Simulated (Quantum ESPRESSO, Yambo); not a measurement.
# A GW chain in Yambo: PbO (Massicot), part 2 of 3

How does a plane-wave GW calculation on PbO (Massicot) run from the first input to the gap?

Quantum ESPRESSO 7.5 and Yambo 5.3.0; PBEsol and many-body steps on it, plane waves. Known limits of the many-body steps: not at the basis limit; no spin-orbit coupling; coarse k mesh.

So far. Step 2 (Ground state): The gap is indirect, with the least direct gap 0.29 eV higher. Step 3 (Bands along the symmetry lines): The gap is 2.074 eV, −0.286 eV from the run before at this level.

## 4. Empty states on the mesh, 2×2×4 mesh, 282 bands

Level of this step: DFT, PBEsol, plane waves, norm-conserving pseudopotentials (Quantum ESPRESSO).

The sums over transitions need many empty states on a uniform mesh; this step solves for them.

Contents of pw.in:

```
&control
  calculation = 'nscf'
  prefix = 'x'
  outdir = 'o'
  pseudo_dir = 'pseudo'
/
&system
  ibrav = 0
  nat = 8
  ntyp = 2
  ecutwfc = 76.0
  nbnd = 282
  force_symmorphic = .true.
/
&electrons
  conv_thr = 1e-9
  electron_maxstep = 80
  diago_full_acc = .true.
  diago_thr_init = 5e-6
/
ATOMIC_SPECIES
  Pb 207.2 Pb.upf
  O 15.999 O.upf
CELL_PARAMETERS angstrom
  5.8931000000 0.0000000000 0.0000000000
  0.0000000000 5.4904000000 0.0000000000
  0.0000000000 0.0000000000 4.7528000000
ATOMIC_POSITIONS crystal
  Pb 0.2297000000 0.9884000000 0.2500000000
  Pb 0.7703000000 0.0116000000 0.7500000000
  Pb 0.2297000000 0.5116000000 0.7500000000
  Pb 0.7703000000 0.4884000000 0.2500000000
  O 0.8653000000 0.0917000000 0.2500000000
  O 0.1347000000 0.9083000000 0.7500000000
  O 0.8653000000 0.4083000000 0.7500000000
  O 0.1347000000 0.5917000000 0.2500000000
K_POINTS automatic
  2 2 4 0 0 0
```

Started as:

```bash
> OMP_NUM_THREADS=1 mpirun -n 4 pw.x -nk 4 -in pw.in > pw.out
```

The log of the run:

```text
[banner, memory and clock lines left out]
Program PWSCF v.7.5 starts

     Atomic positions and unit cell read from directory:
     o/x.save/

     Message from routine setup:
     using ibrav=0 with symmetry is DISCOURAGED, use correct ibrav instead

     G-vector sticks info

     bravais-lattice index     =            0
     lattice parameter (alat)  =      11.1363  a.u.
     unit-cell volume          =    1037.7529 (a.u.)^3
     number of atoms/cell      =            8
     number of atomic types    =            2
     number of electrons       =       112.00
     number of Kohn-Sham states=          282
     kinetic-energy cutoff     =      76.0000  Ry
     charge density cutoff     =     304.0000  Ry
     Exchange-correlation= PBESOL
                           (   1   4  10   8   0   0   0)

     celldm(1)=  11.136345  celldm(2)=   0.000000  celldm(3)=   0.000000
     celldm(4)=   0.000000  celldm(5)=   0.000000  celldm(6)=   0.000000

     crystal axes: (cart. coord. in units of alat)
               a(1) = (   1.000000   0.000000   0.000000 )
               a(2) = (   0.000000   0.931666   0.000000 )
               a(3) = (   0.000000   0.000000   0.806503 )

     reciprocal axes: (cart. coord. in units 2 pi/alat)
               b(1) = (  1.000000  0.000000  0.000000 )
               b(2) = (  0.000000  1.073346  0.000000 )
               b(3) = (  0.000000  0.000000  1.239922 )
     Pseudo is Norm-conserving + core correction, Zval = 22.0
     Generated using ONCVPSP code by D. R. Hamann
     Using radial grid of 1678 points,  6 beta functions with:
     Pseudo is Norm-conserving + core correction, Zval =  6.0
     Generated using ONCVPSP code by D. R. Hamann
     Using radial grid of  936 points,  5 beta functions with:
     Pb               22.00   207.20000     Pb( 1.00)
     O                 6.00    15.99900     O ( 1.00)

      2 Sym. Ops., with inversion, found

   Cartesian axes

     site n.     atom                  positions (alat units)
         1        Pb     tau(   1) = (   0.2297000   0.9208585   0.2016256  )
         2        Pb     tau(   2) = (   0.7703000   0.0108073   0.6048769  )
         3        Pb     tau(   3) = (   0.2297000   0.4766402   0.6048769  )
         4        Pb     tau(   4) = (   0.7703000   0.4550256   0.2016256  )
         5        O      tau(   5) = (   0.8653000   0.0854338   0.2016256  )
         6        O      tau(   6) = (   0.1347000   0.8462321   0.6048769  )
         7        O      tau(   7) = (   0.8653000   0.3803992   0.6048769  )
         8        O      tau(   8) = (   0.1347000   0.5512667   0.2016256  )

     number of k points=    12
                       cart. coord. in units 2pi/alat
        k(    1) = (   0.0000000   0.0000000   0.0000000), wk =   0.1250000
        k(    2) = (   0.0000000   0.0000000   0.3099804), wk =   0.2500000
        k(    3) = (   0.0000000   0.0000000  -0.6199609), wk =   0.1250000
[...]
k(   11) = (  -0.5000000  -0.5366731   0.3099804), wk =   0.2500000
        k(   12) = (  -0.5000000  -0.5366731  -0.6199609), wk =   0.1250000

     Dense  grid:    92805 G-vectors     FFT dimensions: (  64,  60,  50)

     The potential is recalculated from file :
     o/x.save/charge-density

     Starting wfcs are   68 randomized atomic wfcs +  214 random wfcs

     Band Structure Calculation

     End of band structure calculation

          k = 0.0000 0.0000 0.0000 ( 11587 PWs)   bands (ev):

  -127.9979-127.9979-127.9979-127.9979 -69.6598 -69.6597 -69.6590 -69.6588
   -69.6549 -69.6544 -69.6541 -69.6536 -69.6039 -69.6035 -69.6033 -69.6031
    -7.4670  -7.3550  -7.2492  -7.1467  -5.3019  -5.2445  -5.2419  -5.2347
    -5.2000  -5.1571  -5.1465  -5.1001  -5.0662  -5.0499  -5.0136  -5.0070
[...]
[... 24 further rows ...]
[...]
76.3539  76.3932

          k = 0.0000 0.0000 0.3100 ( 11641 PWs)   bands (ev):

  -127.9980-127.9979-127.9979-127.9979 -69.6597 -69.6596 -69.6591 -69.6589
[...]
[... 24 further rows ...]
[...]
77.3729  77.7230

          k = 0.0000 0.0000-0.6200 ( 11608 PWs)   bands (ev):

  -127.9979-127.9979-127.9979-127.9979 -69.6594 -69.6594 -69.6593 -69.6593
[...]
22.8954  22.8954  24.7476  24.7476  25.1554  25.1554  25.5333  25.5333
     [... 24 further rows ...]
    74.4284  74.4284  75.3564  75.3564  75.8249  75.8249  76.1658  76.1658
    77.1894  77.1895

          k = 0.0000-0.5367 0.0000 ( 11636 PWs)   bands (ev):

     [... further k-points ...]

     highest occupied, lowest unoccupied level (ev):    10.1234   12.4831

     XML data file, pseudopotentials, collected wavefunctions
```

It took 2.3 min on 4 MPI ranks of Arm Neoverse V1, shared host; peak memory 1.4 GiB; 9.2 min of CPU time.

This step gave:

- gap: 2.360 eV
- k of the valence top: -0.5, 0, 0
- k of the conduction bottom: -0.5, -0.5, 0.25
- least direct gap: 2.785 eV
- k points computed: 12
- lowest point of the top converged band, above the valence top: 66.2697 eV

On this mesh the gap is 2.360 eV.

## 5. Conversion and set-up

This step: Yambo 5.3.0; conversion and set-up on PBEsol, plane waves, norm-conserving pseudopotentials.

The states are converted to the many-body program's format and the q mesh is built.

Started as:

```bash
> (cd o/x.save; p2y > p2y.log; mv SAVE ../..); yambo > setup.log
```

The log of the run:

```text
 Yambo, version 5.3.0

 [02] CORE Variables Setup
 =========================

  [02.01] Unit cells
  ==================

  Cell kind             :  Unknown
  Atoms in the cell     :  Pb  O
  number of Pb atoms    :   4
  number of O  atoms    :   4

  List of atomic masses
  Mass of Pb    :  207.2000
  Mass of O     :  15.99900

  List of atomic coordinates    : [cc]
  Pb1       :   2.55802  10.25500   2.24537  order 1
  Pb2       :  8.578327  0.120354  6.736118  order 2
  Pb3       :  2.558018  5.308030  6.736118  order 3
  Pb4       :  8.578327  5.067322  2.245373  order 4
  O1       :  9.636279  0.951420  2.245373  order 5
  O2       :  1.500066  9.423933  6.736118  order 6
  O3       :  9.636279  4.236256  6.736118  order 7
  O4       :  1.500066  6.139096  2.245373  order 8

  Alat factors          :  11.13635  10.37535   8.98149 [a.u.]
  Direct lattice volume :   1037.75    [a.u.]
  Direct lattice vectors:  A[ 1 ]  A[ 2 ]  A[ 3 ]
   A[ 1 ]:  1.000000  0.000000  0.000000  [iru]
   11.13635   0.00000   0.00000  [cc]
   A[ 2 ]:  0.000000  1.000000  0.000000  [iru]
    0.00000  10.37535   0.00000  [cc]
   A[ 3 ]:  0.000000  0.000000  1.000000  [iru]
   0.000000  0.000000  8.981490  [cc]

  Recip. lattice volume :  0.239026 [a.u.]
  Recip. lattice vectors:  B[ 1 ]  B[ 2 ]  B[ 3 ]
   B[ 1 ]:  1.000000  0.000000  0.000000  [iku]
   0.564205  0.000000  0.000000  [cc]
   B[ 2 ]:  0.000000  1.000000  0.000000  [iku]
   0.000000  0.605588  0.000000  [cc]
   B[ 3 ]:  0.000000  0.000000  1.000000  [iku]
   0.000000  0.000000  0.699570  [cc]

  [02.02] Symmetries
  ==================

  Inversion symmetry    : yes
  Spatial inversion     : yes
  Inversion index       :  2
  K-space Time-reversal : no
  Magnetic symmetries   : no
  Group table correct   : yes
  Symmetries units      :  [cc]

   [S 1]:  1.000000  0.000000  0.000000  0.000000  1.000000  0.000000  0.000000  0.000000  1.000000
   [S 2]: -1.000000  0.000000  0.000000  0.000000 -1.000000  0.000000  0.000000  0.000000 -1.000000

  [02.03] Reciprocal space
  ========================

  nG shells         :  12415
  nG charge         :   92805
  nG WFs            :  13905
  nC WFs            :  11652
  G-vecs. in first 80 shells:  [ Number ]
    1   3   5   7  11  15  19  27  29
    31   35   39   43   47   49   57   65   69
    73   81   85   87   95   99  103  105  109
[...]
375   379   381   383   391   399   407   411
  ...
  Shell energy in first 80 shells:  [ mHa ]
[...]
3022.32      3082.79      3093.06      3094.93      3144.74      3178.59      3265.77      3280.09      3327.49
    3337.75      3524.79      3525.42      3570.55      3572.42      3634.77      3708.79      3815.25      3818.14
    3852.61      3912.69      3915.19      3979.10      4011.77      4061.59      4071.85      4074.35
  ...

  [02.04] K-grid lattice
  ======================

[...]
WF components:  11641
  K [ 3]         [rlu]:  0.000000  0.000000 -0.500000
         WF components:  11608
[...]
K [ 8]         [rlu]: -0.500000  0.000000  0.250000
[...]
K [ 9]         [rlu]: -0.500000  0.000000 -0.500000
[...]
K [10]         [rlu]: -0.500000 -0.500000  0.000000
[...]
K [11]         [rlu]: -0.500000 -0.500000  0.250000
         WF components:  11616
  K [12]         [rlu]: -0.500000 -0.500000 -0.500000
         WF components:  11536

  [02.05] Energies & Occupations
  ==============================

  [X] === General ===
  [X] Electronic Temperature                        :  0.000000  0.000000 [eV K]
  [X] Bosonic    Temperature                        :  0.000000  0.000000 [eV K]
  [X] Finite Temperature mode                       : no
  [X] El. density                                   :  0.72832E+24 [cm-3]
  [X] Fermi Level                                   :  10.12344 [eV]

  [X] === Gaps and Widths ===
  [X] Conduction Band Min                           :  2.359628 [eV]
  [X] Valence Band Max                              :  0.000000 [eV]
  [X] Filled Bands                                  :   56
  [X] Empty Bands                                   :   57  282
  [X] Direct Gap                                    :  2.785364 [eV]
  [X] Direct Gap localized at k                     :  11
  [X] Indirect Gap                                  :  2.359628 [eV]
  [X] Indirect Gap between kpts                     :   7  11
  [X] Last valence band width                       :  0.774453 [eV]
  [X] 1st conduction band width                     :  1.772513 [eV]

  E @ K [ 1]:  [eV]
  -138.1214 -138.1213 -138.1213 -138.1213  -79.7832  -79.7832  -79.7824  -79.7822
[...]
occ @ K [ 1]
[...]
E @ K [ 2]:  [eV]
[...]
occ @ K [ 2]
[...]
E @ K [ 3]:  [eV]
[...]
occ @ K [ 3]
[...]
E @ K [ 8]:  [eV]
[...]
occ @ K [ 8]
[...]
E @ K [ 9]:  [eV]
[...]
occ @ K [ 9]
[...]
E @ K [10]:  [eV]
[...]
occ @ K [10]
[...]
E @ K [11]:  [eV]
[...]
occ @ K [11]
[...]
E @ K [12]:  [eV]
[...]
occ @ K [12]
[...]
0.000000  0.000000  0.000000  0.000000  0.000000  0.000000  0.000000  0.000000
   0.000000  0.000000  0.000000  0.000000  0.000000  0.000000  0.000000  0.000000

 [03] Transferred momenta grid and indexing
 ==========================================

 IBZ Q-points                                      :  12
 BZ  Q-points                                      :  16

 K/Q-points units:
 rlu = crystal or reduced units; cc = cartesian coordinates; iku = interal k-units

 Q [ 1]         [rlu]:  0.000000  0.000000  0.000000
 Q [ 2]         [rlu]:  0.000000  0.000000  0.250000
 Q [ 3]         [rlu]:  0.000000  0.000000 -0.500000
[...]
Q [ 8]         [rlu]: -0.500000  0.000000  0.250000
 Q [ 9]         [rlu]: -0.500000  0.000000 -0.500000
 Q [10]         [rlu]: -0.500000 -0.500000  0.000000
 Q [11]         [rlu]: -0.500000 -0.500000  0.250000
 Q [12]         [rlu]: -0.500000 -0.500000 -0.500000

  [03.01] X indexes
  =================

   [03.01.01] Sigma indexes
   ========================

 [06] Game Over & Game summary
```

Run time: 3.6 s. Hardware: 1 MPI rank; peak memory 0.26 GiB.

[end of part 2 of 3]

[Paths, hosts, dates, memory and timing lines, banners, echoed tables and standing remarks are left out of the program output.]

[Logs are printed without paths, hosts, clocks, repeated set-up lines and the standing remarks that a program may print on its own settings, such as how far it seeks lower states.]

[Runs of the session that timed out or met a known fault of the program may be left out.]

[Hosts, paths, dates, database ids (printed as entryN), source tags and the programs' standing remarks are cut or masked in the printed files.]
